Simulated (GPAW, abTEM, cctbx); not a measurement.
## Si2Sb: the scripts behind a bonding study

Short scripts, each with its output. The start was made by putting kin elements into a known structure type; the compound need not exist, or be stable, in this form.

**1. Build the all-electron density and subtract free atoms**

```text
cell
1.0
     5.378246280    0.000000000    0.000000000
    -2.689123140    4.657697910    0.000000000
     0.000000000    0.000000000    7.441600440
Sb Si
3 6
Direct
0.000000000 0.500000000 0.166666670
0.500000000 0.500000000 0.833333330
0.500000000 0.000000000 0.500000000
0.263508100 0.131754050 0.166666670
0.131754050 0.868245950 0.833333330
0.868245950 0.736491900 0.500000000
0.736491900 0.868245950 0.166666670
0.868245950 0.131754050 0.833333330
0.131754050 0.263508100 0.500000000
```

```python
import numpy as np
from ase.io import read
from ase.units import Bohr
from gpaw import GPAW, PW, FermiDirac
from gpaw.calculator import GPAW as OldGPAW
from gpaw.mpi import serial_comm, world
from scipy.special import erfc
from scipy.spatial import cKDTree

atoms = read("cell.vasp")
atoms.calc = GPAW(mode=PW(450), xc="PBE", kpts={"size": (4, 4, 3), "gamma": True},
                 occupations=FermiDirac(0.05), maxiter=120, symmetry={"tolerance": 1e-5}, txt="scf.txt")
atoms.get_potential_energy()
rho = atoms.calc.get_all_electron_density(gridrefinement=2)
moments = atoms.get_magnetic_moments() if atoms.calc.get_number_of_spins() == 2 else np.zeros(len(atoms))
total = atoms.get_magnetic_moment() if moments.any() else 0.0
if world.rank == 0:
    free = OldGPAW(mode=PW(450), xc="PBE", txt=None, communicator=serial_comm)
    neutral = atoms.copy()
    neutral.set_initial_magnetic_moments(None)
    free.initialize(neutral)
    free.set_positions(neutral)
    drho = rho - free.get_all_electron_density(gridrefinement=2)
    # GPAW starts from confined atoms: exchange their smooth part for that of the datasets' free atoms
    h = np.stack(np.meshgrid(*[np.fft.fftfreq(n, 1 / n) for n in drho.shape], indexing="ij"), -1)
    gabs = np.linalg.norm(h @ atoms.cell.reciprocal(), axis=-1)
    tails = np.fft.fftn(free.get_pseudo_density(gridrefinement=2))
    g, form, v0 = np.linspace(0, gabs.max(), 1500), {}, 0
    for e in set(atoms.symbols):
        idx = atoms.symbols.search(e)
        d = free.setups[idx[0]].data
        r, w = d.rgd.r_g * Bohr, d.rgd.r_g**2 * d.rgd.dr_g
        j0 = np.sinc(2 * g[:, None] * r)
        smooth = sum(f * p**2 for f, p in zip(d.f_j, d.phit_jg)) + np.sqrt(4 * np.pi) * d.nct_g
        full = sum(f * p**2 for f, p in zip(d.f_j, d.phi_jg)) + np.sqrt(4 * np.pi) * d.nc_g
        phase = sum(np.exp(-2j * np.pi * h @ s) for s in atoms.get_scaled_positions()[idx])
        tails -= np.interp(gabs, g, j0 @ (smooth * w)) * phase * drho.size / atoms.get_volume()
        form[e] = j0 @ (full * w)
        v0 += 2 * np.pi / 3 * 14.3996 * (full * w * r**2).sum() * len(idx)  # V A^3
    tails *= 0.5 * erfc((gabs - 1.8) / 0.25)  # the tails differ at long wavelengths alone
    drho += np.fft.ifftn(tails).real  # crystal minus superposed spherical free atoms
    np.save("drho.npy", drho)
    dv = atoms.get_volume() / drho.size
    print("grid", drho.shape, " electrons %.3f" % (rho.sum() * dv), " moved by bonding %.3f e" % (abs(drho).sum() * dv / 2))
    pts = np.indices(drho.shape).reshape(3, -1).T / drho.shape @ atoms.cell
    shifts = (np.indices((3, 3, 3)).reshape(3, -1).T - 1) @ atoms.cell
    images = (atoms.positions[None] + shifts[:, None]).reshape(-1, 3)
    dist, idx = cKDTree(images).query(pts, k=4)
    out = drho.ravel()[dist[:, 0] > 0.5]
    print("deformation density beyond 0.5 A of the nuclei: max %.3f, min %.3f e/A^3" % (out.max(), out.min()))
    tie = dist < dist[:, :1] + 1e-4
    q = -np.bincount((idx % len(atoms))[tie], (drho.ravel()[:, None] / tie.sum(1, keepdims=True) * tie)[tie], len(atoms)) * dv
    print("atom        x       y       z   Voronoi charge  moment")
    for a, s, c, m in zip(atoms, atoms.get_scaled_positions(), q, moments):
        print("%-2s%-3d %7.4f %7.4f %7.4f %10.3f %10.2f" % (a.symbol, a.index + 1, *s, c, m))
    np.savez("free.npz", g=g, **form)
    print("mean inner potential of superposed free atoms %.3f V" % (v0 / atoms.get_volume()))
    print("total magnetic moment %.3f muB" % total)
```

```console
$ OMP_NUM_THREADS=1 mpirun -n 4 gpaw python run.py > gpaw.log
```

```text
grid (54, 54, 80)  electrons 237.000  moved by bonding 1.015 e
deformation density beyond 0.5 A of the nuclei: max 0.102, min -0.050 e/A^3
atom        x       y       z   Voronoi charge  moment
Sb1    0.0000  0.5000  0.1667      0.138       0.00
Sb2    0.5000  0.5000  0.8333      0.138       0.00
Sb3    0.5000  0.0000  0.5000      0.138       0.00
Si4    0.2635  0.1318  0.1667     -0.069       0.00
Si5    0.1318  0.8682  0.8333     -0.069       0.00
Si6    0.8682  0.7365  0.5000     -0.069       0.00
Si7    0.7365  0.8682  0.1667     -0.069       0.00
Si8    0.8682  0.1318  0.8333     -0.069       0.00
Si9    0.1318  0.2635  0.5000     -0.069       0.00
mean inner potential of superposed free atoms 17.364 V
total magnetic moment 0.000 muB
```

Time: 20 s on 4 cores of Intel(R) Xeon(R) Platinum 8488C (Sapphire Rapids) (shared host), peak memory 1 GiB.

**2. Fourier-transform the difference**

```python
from cctbx import adptbx, crystal, miller, xray
from cctbx.eltbx import tiny_pse
import numpy as np

cs = crystal.symmetry(unit_cell=(5.3782, 5.3782, 7.4416, 90, 90, 120), space_group_symbol='Hall: P 62 2 (0 0 4)')  # P6_222
atoms = [  # label, site, U (iso, or U11 U22 U33 U12 U13 U23 in A^2), occupancy
    ("Sb1", (0, 0.5, 0.16667), 0.0000, 1),
    ("Si1", (0.26351, 0.13175, 0.16667), 0.0000, 1),
]
xs = xray.structure(crystal_symmetry=cs)
for label, site, u, occ in atoms:
    u = adptbx.u_cif_as_u_star(cs.unit_cell(), u) if isinstance(u, tuple) else u
    xs.add_scatterer(xray.scatterer(label, site=site, u=u, occupancy=occ))
xs.scattering_type_registry(table="wk1995")
drho = np.load("drho.npy")
T = np.array([[1, 0, 0], [0, 1, 0], [0, 0, 1]])  # conventional axes in terms of the primitive ones
dF = np.fft.ifftn(drho) * 186.41393  # electrons a conventional cell, indexed by primitive hkl
ms = miller.build_set(cs, anomalous_flag=False, d_min=0.9).sort("resolution")
iam = ms.structure_factors_from_scatterers(xs, algorithm="direct").f_calc()
p1 = xs.expand_to_p1()
z = np.array([tiny_pse.table(sc.scattering_type).atomic_number() for sc in p1.scatterers()])
x = np.array(p1.sites_frac())
free = np.load("free.npz")
print("static structure factors of the conventional cell: F in electrons, V (Mott-Bethe) in volts")
print("   h  k  l      d  |F| table  |F| free   |F| DFT   change   |V| free  |V| DFT  change %")
for h, d, table in list(zip(ms.indices(), ms.d_spacings().data(), iam.data()))[:16]:
    df = dF[tuple(np.rint(np.linalg.solve(T, h)).astype(int))]
    phase = np.exp(2j * np.pi * x @ h)
    f = sum(np.interp(1 / d, free["g"], free[sc.scattering_type]) * p for sc, p in zip(p1.scatterers(), phase))
    fz = (z * phase).sum()
    c = 14.3996 * d * d / (np.pi * cs.unit_cell().volume())
    v0, v1 = abs(fz - f) * c, abs(fz - f - df) * c
    print("%4d%3d%3d %7.4f %9.3f %9.3f %9.3f %8.3f %9.3f %8.3f %8s" % (h + (d, abs(table), abs(f), abs(f + df), abs(f + df) - abs(f), v0, v1, "%.1f" % (100 * (v1 / v0 - 1)) if v0 > 0.02 else "-")))
```

```console
$ python run.py
```

```text
static structure factors of the conventional cell: F in electrons, V (Mott-Bethe) in volts
   h  k  l      d  |F| table  |F| free   |F| DFT   change   |V| free  |V| DFT  change %
   1  0  0  4.6577    16.549    16.501    16.210   -0.291     0.538    0.383    -28.8
   1  0  1  3.9481    73.791    73.780    73.631   -0.149     2.646    2.703      2.2
   1  0  2  2.9071    69.728    69.721    69.662   -0.059     2.278    2.291      0.5
   1  1  0  2.6891    53.395    53.435    53.310   -0.126     2.466    2.489      0.9
   1  1  1  2.5290   117.001   117.092   116.981   -0.110     5.514    5.531      0.3
   0  0  3  2.4805   180.459   180.598   180.340   -0.258     8.533    8.572      0.5
   2  0  0  2.3288    98.528    98.521    98.627    0.106     2.952    2.937     -0.5
   2  0  1  2.2225    16.644    16.663    16.534   -0.129     1.040    1.055      1.5
   1  0  3  2.1894    16.011    15.992    15.970   -0.023     0.059    0.056     -4.5
   1  1  2  2.1795   111.328   111.370   110.995   -0.375     4.763    4.807      0.9
   2  0  2  1.9740    15.879    15.884    15.730   -0.154     0.895    0.910      1.7
   1  1  3  1.8233    46.738    46.728    46.509   -0.219     1.682    1.700      1.1
   2  1  0  1.7604    50.616    50.599    50.332   -0.267     1.847    1.868      1.1
   1  0  4  1.7277    59.293    59.280    59.404    0.124     1.571    1.562     -0.6
   2  1  1  1.7131    57.008    56.995    57.036    0.041     1.579    1.577     -0.1
   2  0  3  1.6978    88.072    88.052    88.241    0.189     2.311    2.297     -0.6
```

Time: 0.26 s on 1 core of Intel(R) Xeon(R) Platinum 8488C (Sapphire Rapids) (shared host), peak memory 0.08 GiB.

**3. Propagate a plane wave with and without the bonding term**

```python
import abtem
import numpy as np
from ase.build import make_supercell
from ase.io import read

abtem.config.set({"dask.lazy": False, "fft": "fftw", "diagnostics.progress_bar": False})
M = [[1, 0, 0], [1, 2, 0], [0, 0, 1]]  # rows: x, y and beam direction in the primitive cell's axes
unit = make_supercell(read("cell.vasp"), M)
unit.set_cell(list(unit.cell.lengths()) + [90, 90, 90], scale_atoms=True)
unit.positions[:, 2] += 0.6201  # keeps atomic planes off the slice boundaries
unit.wrap()
slab = unit * (1, 1, 84)
print(slab.get_chemical_formula(), "| box %.2f x %.2f x %.2f A" % tuple(slab.cell.lengths()))

# change of the potential by bonding, from the DFT deformation density (Poisson's equation term by term)
drho = np.load("drho.npy")
prim = read("cell.vasp")
h = np.stack(np.meshgrid(*[np.fft.fftfreq(n, 1 / n) for n in drho.shape], indexing="ij"), -1).reshape(-1, 3).astype(int)
g2 = ((h @ prim.cell.reciprocal()) ** 2).sum(1)
keep = (g2 > 0) & (g2 < 2.5**2)
shape = (154, 267, 42)
vg = np.zeros(shape, complex)
hm = h[keep] @ np.array(M).T
move = np.exp(-2j * np.pi * hm[:, 2] * (0.6201 / unit.cell[2, 2] - 0.5 / shape[2]))  # the same shift, sampled at mid-points
vg[tuple(hm.T % np.array(shape)[:, None])] = -14.3996 / np.pi * (np.fft.fftn(drho).ravel() / drho.size)[keep] / g2[keep] * move
dV = np.fft.ifftn(vg).real * vg.size
dV = dV.reshape(154, 267, 6, 7).mean(3) * unit.cell[2, 2] / 6  # V A, projected in each slice
dV = np.tile(dV.transpose(2, 0, 1), (84, 1, 1))


def build(atoms):
    p = abtem.Potential(atoms, gpts=(154, 267), slice_thickness=[slab.cell[2, 2] / 504] * 504,
                        parametrization="lobato", projection="infinite", exit_planes=42).build()
    p.array[:] += BONDING * dV
    return p


def potentials():
    yield build(slab)  # atoms at rest


for label, BONDING in (("IAM", 0.0), ("DFT", 1.0)):
    print("=====", label)
    potential = build(slab)
    print("grid", potential.gpts, "slices", potential.num_slices)
    thickness = potential.exit_thicknesses
    wave = abtem.PlaneWave(energy=200000)
    dp = np.mean([wave.multislice(p).diffraction_patterns(max_angle="valid").array for p in potentials()], axis=0)
    hkl = [(0, 0, 0), (1, 0, 0), (1, 1, 0), (2, 0, 0), (2, 1, 0), (3, 0, 0), (2, 2, 0)]
    nx, ny = dp.shape[-2:]
    print("intensity of each beam, fraction of the incident wave")
    print("  t (A)" + "".join("%9s" % " ".join(map(str, h)) for h in hkl) + "  diffuse    total")
    grid = np.zeros((nx, ny), bool)
    grid[nx // 2 % 1::1, ny // 2 % 1::1] = True
    for t, a in list(zip(thickness, dp))[1:]:
        idx = [np.rint(np.array(M) @ np.linalg.solve([[1, 0, 0], [0, 1, 0], [0, 0, 1]], h)).astype(int) for h in hkl]
        print("%7.1f" % t + "".join("%9.5f" % a[nx // 2 + i[0] * 1, ny // 2 + i[1] * 1] for i in idx) + "%9.4f%9.4f" % (a[~grid].sum(), a.sum()))
```

```console
$ python run.py
```

```text
Sb504Si1008 | box 5.38 x 9.32 x 625.09 A
===== IAM
grid (154, 267) slices 504
intensity of each beam, fraction of the incident wave
  t (A)    0 0 0    1 0 0    1 1 0    2 0 0    2 1 0    3 0 0    2 2 0  diffuse    total
   52.1  0.65207  0.00173  0.00472  0.01689  0.00286  0.00261  0.00849   0.0000   0.9979
  104.2  0.24844  0.02198  0.00625  0.05461  0.00324  0.00144  0.00217   0.0000   0.9931
  156.3  0.15921  0.05931  0.00455  0.03154  0.00110  0.00092  0.00022   0.0000   0.9896
  208.4  0.13292  0.07090  0.01638  0.00142  0.00243  0.00044  0.00189   0.0000   0.9872
  260.5  0.11397  0.05827  0.01950  0.00975  0.00063  0.00100  0.00424   0.0000   0.9859
  312.5  0.17031  0.05594  0.00878  0.00449  0.00246  0.00110  0.00169   0.0000   0.9837
  364.6  0.18891  0.05603  0.01030  0.00460  0.00078  0.00008  0.00016   0.0000   0.9806
  416.7  0.19956  0.03438  0.01004  0.02496  0.00229  0.00023  0.00197   0.0000   0.9782
  468.8  0.36876  0.00872  0.00485  0.02544  0.00128  0.00095  0.00282   0.0000   0.9748
  520.9  0.51138  0.00013  0.01598  0.00829  0.00238  0.00012  0.00047   0.0000   0.9720
  573.0  0.38172  0.00109  0.02115  0.01863  0.00608  0.00345  0.00246   0.0000   0.9713
  625.1  0.18759  0.01572  0.01328  0.05007  0.00143  0.00186  0.00051   0.0000   0.9696
===== DFT
grid (154, 267) slices 504
intensity of each beam, fraction of the incident wave
  t (A)    0 0 0    1 0 0    1 1 0    2 0 0    2 1 0    3 0 0    2 2 0  diffuse    total
   52.1  0.65297  0.00142  0.00476  0.01716  0.00285  0.00257  0.00842   0.0000   0.9979
  104.2  0.25664  0.02012  0.00613  0.05624  0.00297  0.00130  0.00217   0.0000   0.9930
  156.3  0.17900  0.05617  0.00435  0.03223  0.00093  0.00091  0.00023   0.0000   0.9896
  208.4  0.15939  0.06803  0.01567  0.00175  0.00211  0.00041  0.00192   0.0000   0.9873
  260.5  0.12327  0.05784  0.01812  0.01027  0.00073  0.00106  0.00395   0.0000   0.9860
  312.5  0.14501  0.05925  0.00751  0.00373  0.00286  0.00117  0.00177   0.0000   0.9839
  364.6  0.15205  0.06076  0.00823  0.00606  0.00101  0.00008  0.00013   0.0000   0.9808
  416.7  0.18391  0.03721  0.00717  0.02458  0.00275  0.00037  0.00238   0.0000   0.9784
  468.8  0.38426  0.00991  0.00280  0.02148  0.00124  0.00112  0.00318   0.0000   0.9750
  520.9  0.53795  0.00099  0.01277  0.00602  0.00221  0.00007  0.00039   0.0000   0.9725
  573.0  0.39669  0.00027  0.01600  0.02177  0.00540  0.00280  0.00210   0.0000   0.9717
  625.1  0.20109  0.01389  0.00947  0.05207  0.00100  0.00145  0.00030   0.0000   0.9698
```

Time: 13 s.

**4. Scan a probe**

```python
import abtem
import numpy as np
from ase.build import make_supercell
from ase.io import read

abtem.config.set({"dask.lazy": False, "fft": "fftw", "diagnostics.progress_bar": False})
M = [[1, 0, 0], [1, 2, 0], [0, 0, 1]]  # rows: x, y and beam direction in the primitive cell's axes
unit = make_supercell(read("cell.vasp"), M)
unit.set_cell(list(unit.cell.lengths()) + [90, 90, 90], scale_atoms=True)
unit.positions[:, 2] += 0.6201  # keeps atomic planes off the slice boundaries
unit.wrap()
slab = unit * (3, 2, 4)
print(slab.get_chemical_formula(), "| box %.2f x %.2f x %.2f A" % tuple(slab.cell.lengths()))

# change of the potential by bonding, from the DFT deformation density (Poisson's equation term by term)
drho = np.load("drho.npy")
prim = read("cell.vasp")
h = np.stack(np.meshgrid(*[np.fft.fftfreq(n, 1 / n) for n in drho.shape], indexing="ij"), -1).reshape(-1, 3).astype(int)
g2 = ((h @ prim.cell.reciprocal()) ** 2).sum(1)
keep = (g2 > 0) & (g2 < 2.5**2)
shape = (45, 78, 42)
vg = np.zeros(shape, complex)
hm = h[keep] @ np.array(M).T
move = np.exp(-2j * np.pi * hm[:, 2] * (0.6201 / unit.cell[2, 2] - 0.5 / shape[2]))  # the same shift, sampled at mid-points
vg[tuple(hm.T % np.array(shape)[:, None])] = -14.3996 / np.pi * (np.fft.fftn(drho).ravel() / drho.size)[keep] / g2[keep] * move
dV = np.fft.ifftn(vg).real * vg.size
dV = dV.reshape(45, 78, 6, 7).mean(3) * unit.cell[2, 2] / 6  # V A, projected in each slice
dV = np.tile(dV.transpose(2, 0, 1), (4, 3, 2))


def build(atoms):
    p = abtem.Potential(atoms, gpts=(135, 156), slice_thickness=[slab.cell[2, 2] / 24] * 24,
                        parametrization="lobato", projection="infinite", exit_planes=12).build()
    p.array[:] += BONDING * dV
    return p


def potentials():
    yield build(slab)  # atoms at rest


for label, BONDING in (("IAM", 0.0), ("DFT", 1.0)):
    print("=====", label)
    potential = build(slab)
    print("grid", potential.gpts, "slices", potential.num_slices)
    thickness = potential.exit_thicknesses
    probe = abtem.Probe(energy=200000, semiangle_cutoff=21)
    probe.grid.match(potential)
    print("wavelength %.5f A, largest angle on the grid %.0f mrad" % (probe.wavelength, min(probe.cutoff_angles)))
    detectors = {"ABF": (10, 21), "BF": (0, 10), "LAADF": (25, 67)}  # mrad
    columns = [  # name, x, y (A)
        ("Sb", 4.034, 2.329),
        ("Si", 1.063, 0.614),
        ("void", 0.000, 6.210),
    ]
    scan = abtem.GridScan(start=(0.0000, 0.0000), end=(5.3782, 9.3154), gpts=(19, 33), endpoint=False)
    dets = [abtem.AnnularDetector(*v) for v in detectors.values()] + [abtem.PixelatedDetector(max_angle=32)]
    runs = [probe.scan(p, scan=scan, detectors=dets, max_batch=32) for p in potentials()]
    out = [sum(x[1:], x[0]) / len(x) for x in zip(*runs)]
    images = dict(zip(detectors, out))
    images["iCOM"] = out[-1].center_of_mass().integrate_gradient()
    np.save(label + "_pacbed.npy", out[-1].array.mean(axis=(1, 2)))
    print("PACBED pixel %.3f x %.3f mrad" % out[-1].angular_sampling)
    for name, im in images.items():
        im = im.interpolate(sampling=0.1, boundary="periodic").gaussian_filter(0.35)
        np.save(label + "_" + name + ".npy", im.array)
        print(name, "signal at the columns" + (", fraction of the beam" if name in detectors else ""))
        print("  t (A)     mean" + "".join("%10s" % c[0][:9] for c in columns))
        for t, a in list(zip(thickness, im.array))[1:]:
            at = [a[round((x - 0.0000) / im.sampling[0]) % a.shape[0], round((y - 0.0000) / im.sampling[1]) % a.shape[1]] for _, x, y in columns]
            print("%7.1f %8.5f" % (t, a.mean()) + "".join("%10.5f" % v for v in at))
```

```console
$ python run.py
```

```text
Sb144Si288 | box 16.13 x 18.63 x 29.77 A
===== IAM
grid (135, 156) slices 24
wavelength 0.02508 A, largest angle on the grid 70 mrad
PACBED pixel 1.554 x 1.346 mrad
ABF signal at the columns, fraction of the beam
  t (A)     mean        Sb        Si      void
   14.9  0.74797   0.69840   0.75093   0.75808
   29.8  0.72501   0.60436   0.72475   0.74837
BF signal at the columns, fraction of the beam
  t (A)     mean        Sb        Si      void
   14.9  0.22911   0.21645   0.23223   0.23173
   29.8  0.22346   0.20591   0.23968   0.22818
LAADF signal at the columns, fraction of the beam
  t (A)     mean        Sb        Si      void
   14.9  0.01287   0.05590   0.00918   0.00383
   29.8  0.02654   0.10173   0.01933   0.01042
iCOM signal at the columns
  t (A)     mean        Sb        Si      void
   14.9  0.03665   0.06172   0.04333   0.02055
   29.8  0.03665   0.08249   0.05045   0.00621
===== DFT
grid (135, 156) slices 24
wavelength 0.02508 A, largest angle on the grid 70 mrad
PACBED pixel 1.554 x 1.346 mrad
ABF signal at the columns, fraction of the beam
  t (A)     mean        Sb        Si      void
   14.9  0.74796   0.69828   0.75094   0.75809
   29.8  0.72498   0.60404   0.72476   0.74840
BF signal at the columns, fraction of the beam
  t (A)     mean        Sb        Si      void
   14.9  0.22911   0.21645   0.23223   0.23177
   29.8  0.22345   0.20597   0.23968   0.22836
LAADF signal at the columns, fraction of the beam
  t (A)     mean        Sb        Si      void
   14.9  0.01288   0.05592   0.00919   0.00382
   29.8  0.02658   0.10177   0.01938   0.01041
iCOM signal at the columns
  t (A)     mean        Sb        Si      void
   14.9  0.03545   0.06094   0.04171   0.01991
   29.8  0.03545   0.08211   0.04843   0.00610
```

Time: 25 s.

[Outputs are excerpts: Python notices, other lines and further rows are left out; steps that failed or that the build refused (PBEsol, TPSS) are not shown.]

[Logs are printed without paths, hosts, clocks, repeated set-up lines and the standing remarks that a program may print on its own settings, such as how far it seeks lower states.]
